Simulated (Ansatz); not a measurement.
# CsNbS3 (model cell, started as cubic perovskite with Nb in the octahedra): from the cell to its phonons, part 2 of 2

Task: relax CsNbS3 (model cell, started as cubic perovskite with Nb in the octahedra), then find its harmonic phonons.

Ansatz 0.2.0; DFT PBEsol, scalar-relativistic, plane waves, PAW; PAW set soft_1.

So far. Step 3 (Tight relaxation): The forces vanish by symmetry and the pressure is -0.007 GPa, within the tolerances set. The cell now holds 23.13 Å³/atom. The relaxed cell has a = 4.872 Å (conventional setting).

The structure was built from a prototype and need not be the compound's stable phase.

## Step 4: Modes at Γ

The zone centre comes first: it holds the modes that light can see, as far as symmetry allows. No field response is asked, since the mesh shows no gap.

Contents of input.yaml:

```yaml
crystal:
  lattice:
    - [4.8720385137, 0.0, 0.0]
    - [0.0, 4.8720385137, 0.0]
    - [0.0, 0.0, 4.8720385137]
  atoms:
    - { symbol: Cs, position: [0.0, 0.0, 0.0] }
    - { symbol: Nb, position: [0.5, 0.5, 0.5] }
    - { symbol: S, position: [0.5, 0.5, 0.0] }
    - { symbol: S, position: [0.5, 0.0, 0.5] }
    - { symbol: S, position: [0.0, 0.5, 0.5] }
kpoints:
  mp_grid: { grid: [8, 8, 8] }
hamiltonian:
  xc: pbesol
  pseudopotentials: { kind: paw, azcp: { folder: soft_1 }, xc_functional: pbe }
scf:
  occupations: { method: methfessel_paxton, width: 0.2 }
output:
  eigenvalues: true
phonons:
  method: dfpt
```

On the command line:

```
ansatz run input.yaml --threads 4 --pin off --max-ram 16384MiB --backend cpu --events-out ev --progress --plain --runs-dir out
```

Numbers of over 12 decimals in the logs are rounded to 6 here.

Log:

```text
zone centre: on kpoints.mp_grid the ground state, and the responses unless they are solved on pairs of k-points, stand on 125 of the mesh's 512 k-points, reduced under 8 symmetry operations, with k and −k counted as one. Each operation leaves every solved displacement unchanged or reverses it
[...]
Crystal: 5 atoms, lattice volume = 115.646 Å³
Basis set: ecut = 420 eV, 2301 PW (Γ), exchange–correlation on 72×72×72 points (8 copies of the dense FFT grid, shifted against one another)
Bands: 25, of which v1, the nominal top of the filled ones, is band 20 counted from 1 (19 counted from 0)
Symmetry: 48 space group operations
k-points: 125 of 512 (irreducible under 8 space group operations)
[...]
SCF iter   1: F=—  HF=-12743.059731 eV  |F-HF|=—  |Δ(HF+E_count)|=         —  Δρ=5.65e-2  dr2=8.32e0  ethr=3.10e-3  ⟨swp⟩=6.6  Hψ=16466  notcnv=0
[...]
SCF iter   2: F=—  HF=-12741.404028 eV  |F-HF|=—  |Δ(HF+E_count)|=    1.66e0  S|Δr|=    0.00e0  Δρ=2.50e-2  dr2=1.02e0  ethr=3.10e-3  ⟨swp⟩=8.2  Hψ=29108  notcnv=0  defer=3
automatic band count: the SCF goes on with 30 bands, as 25 were too few: they end inside the smearing window of the response
[...]
SCF iter   3: F=—  HF=-12741.259134 eV  |F-HF|=—  |Δ(HF+E_count)|=   1.45e-1  S|Δr|=    0.00e0  Δρ=1.28e-2  dr2=2.90e-1  ethr=2.55e-3  ⟨swp⟩=2.0  Hψ=5286  notcnv=0  defer=39
[...]
SCF iter  14: F=-12741.149165 eV  HF=-12741.149165 eV  |F-HF|=3.64e-12  |Δ(HF+E_count)|=  7.28e-12  S|Δr|=    0.00e0  Δρ=2.42e-8  dr2=1.25e-12  ethr=1.00e-12  ⟨swp⟩=14.5  Hψ=23292  notcnv=0
SCF 1 converged in 14 iterations: F = -12741.149165 eV  dr2 = 1.25e-12
[...]
DFPT response loops at Γ: preconditioner auto → Kerker (q_TF=auto, 2.286 Å⁻¹) (partly filled bands, converged f_vac=0.001); β = 1.00, the filter's whole step (`scf.mixing.beta` (0.50) is not read by the response loops under this deck's `scf.mixing.preconditioner`; to damp them name `kerker` or `kerker_dos`, under which they read `scf.mixing.beta`, and type it under 1.00, their step now; both keys bind the ground state too); Broyden in place of MSR1
SCF converged after 14 iterations
[...]
Free energy (F): -12741.149165 eV
[...]
Internal energy: -12741.148876 eV  (E = F + TS)
E sigma→0 (E₀):  -12741.149093 eV
Entropy (-TS):   -0.000289 eV (-0.058 meV/atom)
Fermi energy:    7.901287 eV
[...]
--- Band table (eV; the first three rows and the last of 125) ---
  k-point 0: bands = [... 16 lower, 6.6767, 7.2164, 7.2164, 7.2164, 7.6543, 7.6543, 7.6543, 9.3113, ... 6 higher]
  k-point 1: bands = [... 16 lower, 6.5710, 7.1198, 7.2270, 7.2997, 7.2997, 8.0762, 8.0762, 9.3262, ... 6 higher]
  k-point 2: bands = [... 16 lower, 6.3414, 6.4022, 7.2188, 7.2188, 7.2531, 8.8813, 8.8813, 9.3530, ... 6 higher]
  k-point 124: bands = [... 16 lower, 4.6878, 8.0175, 8.0175, 8.0175, 10.4746, 10.4746, 10.4746, 13.2119, ... 6 higher]
--- Phonons (Γ-DFPT): 4 representative perturbations + reference, on 125 of 512 k-points (Σ response iterations 13) ---
  k mesh reduced under 8 symmetry operations, with k and −k counted as one. Each operation leaves every solved displacement unchanged or reverses it
  ASR residual: 3.547e-5 → 0.000e0 eV/Å²; symmetrization residual: 2.143e-6 eV/Å²
  ASR residual per site (eV/Å²): 2.41e-5 3.55e-5 1.17e-5 1.17e-5 1.17e-5
  Γ frequencies (cm⁻¹): 0.00 0.00 0.00 60.52 60.52 60.52 114.61 114.61 114.61 158.94 158.94 158.94 288.43 288.43 288.43
  non-analytic LO–TO correction: not included (Born effective charges unavailable; polar crystals: no LO–TO splitting at Γ)
```

It took 45 s on 4 threads of Arm Neoverse V2, shared host; peak memory 1.6 GiB.

This step gave:

| Property | Result |
| --- | --- |
| sum-rule residual before enforcement | 3.55e-5 eV/Å² |
| point group | m-3m |
| highest optical mode at the zone centre (no LO-TO term) | 288.4 cm⁻¹ |
| lowest optical zone-centre mode | 60.52 cm⁻¹ |

Patterns of degenerate modes are one choice out of their space. Modes at Γ, with each element's share of the kinetic energy:

```tsv
mode	frequency (cm⁻¹)	symmetry	Cs %	Nb %	S %
1	0.0	acoustic	41	29	30
2	0.0	acoustic	41	29	30
3	0.0	acoustic	41	29	30
4	60.5	T1u	18	71	11
5	60.5	T1u	18	71	11
6	60.5	T1u	18	71	11
7	114.6	T1u	40	0	60
8	114.6	T1u	40	0	60
9	114.6	T1u	40	0	60
10	158.9	T2u	0	0	100
11	158.9	T2u	0	0	100
12	158.9	T2u	0	0	100
13	288.4	T1u	0	0	99
14	288.4	T1u	0	0	99
15	288.4	T1u	0	0	99
```

Displacements in mode 6 (60.5 cm⁻¹), the largest set to 1:
```
Cs1  0.00  0.21 -0.43
Nb2 -0.01 -0.49  1.00
S3   0.00  0.22 -0.25
S4   0.00  0.12 -0.44
S5   0.00  0.22 -0.44
```

Displacements in mode 14 (288.4 cm⁻¹), the largest set to 1:
```
Cs1  0.00  0.00  0.02
Nb2  0.00 -0.01 -0.05
S3   0.00 -0.12  1.00
S4   0.00  0.25 -0.46
S5   0.00 -0.12 -0.46
```

Before it was imposed, the acoustic sum rule was missed by 3.5e-5 eV/Å². Small misses are needed for a sound result but don't prove that mesh and cutoff are converged. The lowest optical mode is real, 60.5 cm⁻¹.

## Step 5: Phonons on a q mesh

Stability and thermal properties need the whole zone. Linear response on a 2×2×2 q mesh gives force constants as far as a supercell of that size would.

Edit input.yaml of step 4 so:

```diff
@@ -22 +22,8 @@
   method: dfpt
+  qmesh: [2, 2, 2]
+  temperatures: { t_max: 1000, t_step: 50 }
+  qpath:
+    path:
+      - [[0.0, 0.0, 0.0], [0.0, 0.5, 0.0], [0.5, 0.5, 0.0], [0.0, 0.0, 0.0], [0.5, 0.5, 0.5], [0.0, 0.5, 0.0]]
+      - [[0.5, 0.5, 0.5], [0.5, 0.5, 0.0]]
+    npoints: 10
```

Log:

```text
[...]
Crystal: 5 atoms, lattice volume = 115.646 Å³
Basis set: ecut = 420 eV, 2301 PW (Γ), exchange–correlation on 72×72×72 points (8 copies of the dense FFT grid, shifted against one another)
Bands: 25, of which v1, the nominal top of the filled ones, is band 20 counted from 1 (19 counted from 0)
Symmetry: 48 space group operations
k-points: 35 of 512
[...]
SCF iter   1: F=—  HF=-12743.059754 eV  |F-HF|=—  |Δ(HF+E_count)|=         —  Δρ=5.65e-2  dr2=8.32e0  ethr=3.10e-3  ⟨swp⟩=6.6  Hψ=4589  notcnv=0
[...]
SCF iter  14: F=-12741.149165 eV  HF=-12741.149165 eV  |F-HF|=0.00e0  |Δ(HF+E_count)|=  9.09e-12  S|Δr|=    0.00e0  Δρ=2.67e-8  dr2=1.57e-12  ethr=1.00e-12  ⟨swp⟩=14.3  Hψ=6318  notcnv=0
SCF 1 converged in 14 iterations: F = -12741.149165 eV  dr2 = 1.57e-12
[...]
SCF iter  10: F=-12741.149165 eV  HF=-12741.149165 eV  |F-HF|=3.64e-12  |Δ(HF+E_count)|=  5.46e-12  S|Δr|=    0.00e0  Δρ=1.04e-8  dr2=1.46e-13  ethr=1.00e-12  ⟨swp⟩=2.4  Hψ=2383  notcnv=0
SCF 2 converged in 10 iterations: F = -12741.149165 eV  dr2 = 1.46e-13
phonons: the bands overlap, so this run is a metal and interpolates without the dipole-dipole term. If the crystal is really an insulator or semiconductor, its LO-TO splitting is missing
NSCF: frozen V_eff on 35 k-points
WARN: eigensolver did not converge in 3 slots of this pass, the one above among them; of largest residual over every band (k=12): 1 band(s) unlocked (lowest unlocked band 29, counted from 0; max residual 1.72e-4 eV among the unlocked bands, 1.72e-4 eV over every band); of lowest unlocked band (k=11): band 29
[...]
DFPT response loops at q = (0, 0, 0) (fractional): preconditioner auto → Kerker (q_TF=auto, 2.286 Å⁻¹) (partly filled bands, converged f_vac=0.001); β = 1.00, the filter's whole step (`scf.mixing.beta` (0.50) is not read by the response loops under this deck's `scf.mixing.preconditioner`; to damp them name `kerker` or `kerker_dos`, under which they read `scf.mixing.beta`, and type it under 1.00, their step now; both keys bind the ground state too); Broyden in place of MSR1
[...]
SCF converged after 14 iterations
[...]
Free energy (F): -12741.149165 eV
[...]
Internal energy: -12741.148876 eV  (E = F + TS)
E sigma→0 (E₀):  -12741.149093 eV
Entropy (-TS):   -0.000289 eV (-0.058 meV/atom)
Fermi energy:    7.901287 eV
[...]
--- Band table (eV; the first three rows and the last of 35) ---
  k-point 0: bands = [... 16 lower, 6.6767, 7.2164, 7.2164, 7.2164, 7.6543, 7.6543, 7.6543, 9.3113, ... 6 higher]
  k-point 1: bands = [... 16 lower, 6.5710, 7.1198, 7.2270, 7.2997, 7.2997, 8.0762, 8.0762, 9.3262, ... 6 higher]
  k-point 2: bands = [... 16 lower, 6.3414, 6.4022, 7.2188, 7.2188, 7.2531, 8.8813, 8.8813, 9.3530, ... 6 higher]
  k-point 34: bands = [... 16 lower, 4.6878, 8.0175, 8.0175, 8.0175, 10.4746, 10.4746, 10.4746, 13.2119, ... 6 higher]
--- Phonons (Γ-DFPT): 4 representative perturbations + reference (Σ response iterations 13) ---
  ASR residual: 2.571e-5 → 0.000e0 eV/Å²; symmetrization residual: 4.512e-6 eV/Å²
  ASR residual per site (eV/Å²): 2.57e-5 2.33e-5 8.76e-6 8.76e-6 8.76e-6
[...]
--- Phonons (arbitrary-q DFPT): 4 irreducible q on the 2×2×2 mesh ---
  q = [0.0000, 0.0000, 0.0000] (star 1, of the zone-centre solve; hermiticity 1.27e-6, symmetrization 8.02e-13): 0.00 0.00 0.00 60.52 60.52 60.52 114.61 114.61 114.61 158.94 158.94 158.94 288.43 288.43 288.43
  q = [0.0000, 0.0000, -0.5000] (star 3, 9 solved perturbations in 975 linear systems a pass and spin channel, the states on 125 of 512 k-point pairs; hermiticity 5.54e-7, symmetrization 1.21e-13): 25.38 25.38 72.74 72.74 80.13 124.95 124.95 159.33 176.74 178.02 178.02 233.36 277.57 277.57 380.51
[...]
sum rule: each row above includes the acoustic sum rule's correction from the zone centre's row sums; it moved no ω² by more than (0.27 cm⁻¹)²
  mesh force constants: q→R imaginary residual 5.72e-18; ASR residual 2.571e-5 → 0.000e0 eV/Å²; symmetrization residual 4.441e-15 eV/Å²
  interpolated dispersion: 62 rows × 15 modes
  density of states and harmonic sums: on the 14×14×14 q-mesh, interpolated from the force constants of a 2×2×2 supercell (no non-analytic term)
  largest difference from the sums on the solved wave vectors: F 9.49e-2 eV, S 1.56e-4 and C_V 6.28e-5 eV/K
  zero-point energy: 0.147919 eV/cell   skipped modes (ω ≤ 0): 50, of them read as no rigid motion or as one in doubt: 47 (2.846e-1 modes/cell left out, lowest -204.84 cm⁻¹)   left out of the sums: 1.90e-2 of the cell's modes: C_V's classical limit lies that fraction below 3 k_B per atom; for a crystal, a wire or a layer, F and S can be off by more, and a phonons.interpolated_qmesh denser along its periods is the remedy for the sampling
```

Elapsed: 3.1 min, on 4 threads; peak memory 1.3 GiB; 12 min of CPU time.

This step gave:

- sum-rule residual before enforcement: 2.57e-5 eV/Å²
- lowest frequency on the path: -204.8 cm⁻¹
- highest frequency on the path or at a solved wavevector: 444.6 cm⁻¹
- lowest mode on the q mesh (acoustic modes at Γ apart): -204.8 cm⁻¹

Frequencies (cm⁻¹) solved at each irreducible wavevector; negative means imaginary. Frequencies by wavevector, by row:

```tsv
q in reciprocal lattice units	star	mode 1	mode 2	mode 3	mode 4	mode 13	mode 14	mode 15
0 0 0	1	0	0	0	60.5	288.4	288.4	288.4
0 0 -0.5	3	25.4	25.4	72.7	72.7	277.6	277.6	380.5
0 -0.5 -0.5	3	-37.1	71	71	77.8	223.4	262	417.4
-0.5 -0.5 -0.5	1	-204.8	-204.8	74.5	74.5	219.5	219.5	444.6
```

Interpolated from a 2×2×2 q mesh. Phonon branches along the path, in cm⁻¹:

```tsv
point	branch 1	branch 2	branch 3	branch 4	branch 12	branch 13	branch 14	branch 15
Γ	0	0	0	60	159	288	288	288
halfway	31	31	64	64	178	284	284	332
X	25	25	73	73	233	278	278	380
halfway	-19	69	70	75	216	231	271	401
M	-37	71	71	78	223	223	262	417
halfway	21	49	70	77	199	249	278	369
Γ	0	0	0	60	159	288	288	288
halfway	58	58	77	109	199	226	226	402
R	-205	-205	74	74	220	220	220	445
halfway	67	72	74	92	204	210	229	425
X	25	25	73	73	233	278	278	380
jump to R	-205	-205	74	74	220	220	220	445
halfway	-132	73	73	76	221	222	222	438
M	-37	71	71	78	223	223	262	417
```

The phonon density of states has structure finer than the step of the table below, so its rows give means over 20 cm⁻¹, whole bins alone (the curve runs from -208 to 448 cm⁻¹). Peaks (cm⁻¹: height): 72.5: 0.229, 137.5: 0.0813, 217.5: 0.0799.

Tetrahedra on a 14×14×14 mesh, mean over bins of 5 cm-1. Interpolated from a 2×2×2 q mesh. Table of phonon density of states by wavenumber; means over each step:

wavenumber (cm⁻¹), phonon density of states (1/cm⁻¹/cell) and a bar:
```
     -180      0.001 
     -160      0.001 
     -140      0.001 
     -120      0.001 
     -100      0.001 
      -80      0.001 
      -60      0.001 
      -40      0.001 
      -20      0.002 
        0      0.004 #
       20      0.009 ###
       40      0.026 ########
       60      0.061 ####################
       80      0.093 ##############################
      100      0.035 ###########
      120      0.063 ####################
      140      0.070 #######################
      160      0.073 ########################
      180      0.068 ######################
      200      0.057 ##################
      220      0.067 ######################
      240      0.019 ######
      260      0.022 #######
      280      0.021 #######
      300      0.001 
      320      0.002 
      340      0.003 #
      360      0.004 #
      380      0.009 ###
      400      0.012 ####
      420      0.013 ####
```

The partial phonon density of states has structure finer than the step of the table below, so its rows give means over 25 cm⁻¹, whole bins alone (the curve runs from -204 to 468 cm⁻¹). Peaks (cm⁻¹: height): Cs 74.6: 0.141; Nb 28.1: 0.00902, 53.5: 0.0233, 78.8: 0.0151, 112.6: 0.0198, 163.3: 0.0263, 192.9: 0.0213, 222.5: 0.0200; S 57.7: 0.0112, 129.5: 0.0632, 154.9: 0.0604, 214.0: 0.0583, 273.2: 0.0290, 412.6: 0.0141.

Phonopy on the run's constants, 11x11x11 mesh, Gaussian sigma 4.8 cm-1. Interpolated from a 2×2×2 q mesh. Partial phonon density of states against wavenumber; means over each step; values in 1/cm⁻¹/cell:

```tsv
wavenumber (cm⁻¹)	Cs	Nb	S
-175	0	0	8.0e-4
-150	0	0	0.00152
-125	0	1.7e-6	0.00132
-100	1.0e-5	7.0e-6	0.00165
-75	5.2e-6	1.5e-6	9.3e-4
-50	3.9e-5	2.6e-4	6.7e-4
-25	6.2e-6	0.00232	3.7e-4
0	8.3e-5	0.00116	4.6e-4
25	0.00190	0.00616	0.00138
50	0.0205	0.0141	0.00851
75	0.0824	0.0107	0.00659
100	0.00521	0.00824	0.0167
125	0.00677	0.0129	0.0525
150	0.00122	0.0120	0.0536
175	8.1e-4	0.0180	0.0512
200	6.5e-4	0.0177	0.0425
225	2.3e-4	0.0157	0.0366
250	1.0e-5	5.3e-4	0.0168
275	9.7e-6	1.3e-4	0.0237
300	5.2e-7	8.9e-6	0.00254
325	0	0	0.00186
350	0	0	0.00339
375	0	0	0.00750
400	0	1.7e-6	0.0121
425	0	0	0.0116
450	0	0	0.00266
```

Symmetry leaves 4 wavevectors to solve. The lowest mode among them, the acoustic zeros apart, lies at q = (-0.5, -0.5, -0.5) and is imaginary, 204.8i cm⁻¹, so the energy falls along it.

## Step 6: Results

```yaml
space_group_after_relaxation_within_0p01_a: Pm-3m
volume_per_atom: 23.1 Å³
electronic_character: no gap on this mesh
highest_optical_mode_at_the_zone_centre_no_lo_to_term: 288 cm⁻¹
lowest_optical_zone_centre_mode: 60.5 cm⁻¹
lowest_mode_on_the_q_mesh_acoustic_modes_at_gamma_apart: -205 cm⁻¹
highest_frequency_on_the_path_or_at_a_solved_wavevector: 445 cm⁻¹
imaginary_modes_on_the_2x2x2_q_mesh: yes
```

What this shows: Modes are clearly imaginary (beyond 10i cm⁻¹) at 2 of the 4 irreducible wavevectors, most at q = (-0.5, -0.5, -0.5) (204.8i cm⁻¹), so this structure is not a minimum of the energy. The optical modes at Γ span 61 to 288 cm⁻¹. The highest mode in this list at Γ, 288.4 cm⁻¹, is mostly motion of S (99 % of the kinetic energy). With no gap, or one that is small against the smearing, the frequencies hang on the k mesh and the smearing, most of all near Kohn anomalies. Spin-orbit coupling is left out, which can matter for the heavy elements here. The PAW files were made for PBE and serve the other functionals too. A phonon run warned that its eigensolver left some bands unconverged in a pass. The starting cell was built on a prototype and not taken from a measurement, so the phase need not exist. These are harmonic frequencies at zero temperature: anharmonic shifts, linewidths and thermal expansion are left out.

[Logs are printed without paths, hosts, clocks, repeated set-up lines and the standing remarks that a program may print on its own settings, such as how far it seeks lower states.]

[Hosts, paths, dates, database ids (printed as entryN), source tags and the programs' standing remarks are cut or masked in the printed files.]
